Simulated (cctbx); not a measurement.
## Reading a Patterson map

Space group Pnma (no. 62), a = 6.1970 Å, b = 4.0270 Å, c = 7.1260 Å, α = 90.00°, β = 90.00°, γ = 90.00°, content Rh4 Ni4 Sc4.

Simulated single-crystal data (cctbx): Mo Kα, λ = 0.71073 Å, to d = 0.65 Å, 70 % of the full sphere, strongest reflection 20000 counts, noise from counting, a 4 % proportional error and a noise floor of 4 counts (s.d.); no absorption.

Patterson synthesis, origin scaled to 1000:

```text
Patterson group P m m m
      u       v       w   height  length (A)
  0.000   0.000   0.000   1000.0     0.00
  0.500   0.500   0.500    382.6     5.13
  0.500   0.000   0.309    363.2     3.80
  0.075   0.500   0.500    339.8     4.12
  0.377   0.000   0.000    264.3     2.34
  0.131   0.000   0.344    218.8     2.58
  0.310   0.500   0.107    214.5     2.88
  0.035   0.500   0.168    197.9     2.35
  0.195   0.500   0.221    172.0     2.83
  0.427   0.500   0.197    159.5     3.61
  0.200   0.000   0.400    151.3     3.11
  0.291   0.000   0.282    142.8     2.70
  0.000   0.500   0.388     42.8     3.42
  0.500   0.000   0.109     34.7     3.20
```

**Question.** Which atom pairs make the peaks, and where is the heaviest atom?

A peak at u stands for all pairs with xi − xj = u, with weight Σ ZiZj against Σ Z² = 13000 at the origin. Peak heights follow these weights only roughly, since form factors, motion and series ripples differ, all vectors within 0.55 Å of a peak are counted as merged into it though the farther ones add only part of their weight, and F(000) is left out, which lowers the whole map:

| u | v | w | shortest length (Å) | height | 1000 ΣZiZj/ΣZ² | pairs in the cell |
| --- | --- | --- | --- | --- | --- | --- |
| 0.500 | 0.500 | 0.500 | 5.13 | 383 | 911 | 8 × Rh–Ni, 4 × Sc–Sc |
| 0.500 | 0.000 | 0.309 | 3.80 | 363 | 432 | 2 × Rh–Rh, 2 × Ni–Ni |
| 0.075 | 0.500 | 0.500 | 4.12 | 340 | 312 | 2 × Rh–Rh |
| 0.377 | 0.000 | 0.000 | 2.34 | 264 | 388 | 4 × Rh–Ni |
| 0.131 | 0.000 | 0.344 | 2.58 | 219 | 284 | 2 × Rh–Ni, 2 × Ni–Sc |
| 0.310 | 0.500 | 0.107 | 2.89 | 214 | 296 | 2 × Rh–Sc, 2 × Ni–Sc, 1 × Ni–Ni |
| 0.035 | 0.500 | 0.168 | 2.35 | 198 | 388 | 4 × Rh–Ni |
| 0.195 | 0.500 | 0.221 | 2.83 | 172 | 236 | 2 × Rh–Sc, 2 × Ni–Sc |
| 0.427 | 0.500 | 0.197 | 3.61 | 160 | 156 | 1 × Rh–Rh |
| 0.200 | 0.000 | 0.400 | 3.11 | 151 | 236 | 2 × Rh–Sc, 2 × Ni–Sc |

The table stops at ten peaks or at a height of 45, below which ripples compete. In the model behind the data Rh, the heaviest element, has 1 independent site: (0.2143, 3/4, 0.9007), up to an allowed shift of origin; the Rh–Rh vectors are differences of these positions and their symmetry mates. The whole model:

| atom | mult. | x | y | z | Ueq (Å²) |
| --- | --- | --- | --- | --- | --- |
| Rh1 | 4 | 0.2143 | 3/4 | 0.9007 | 0.0147 |
| Ni1 | 4 | 0.3374 | 3/4 | 0.5664 | 0.0184 |
| Sc1 | 4 | 0.4921 | 3/4 | 0.1888 | 0.0187 |

The model was made for the exercise: a known structure type with other elements put in, its volume estimated, not relaxed; displacement parameters are assumed.

[Logs are printed without paths, hosts, clocks, repeated set-up lines and the standing remarks that a program may print on its own settings, such as how far it seeks lower states.]
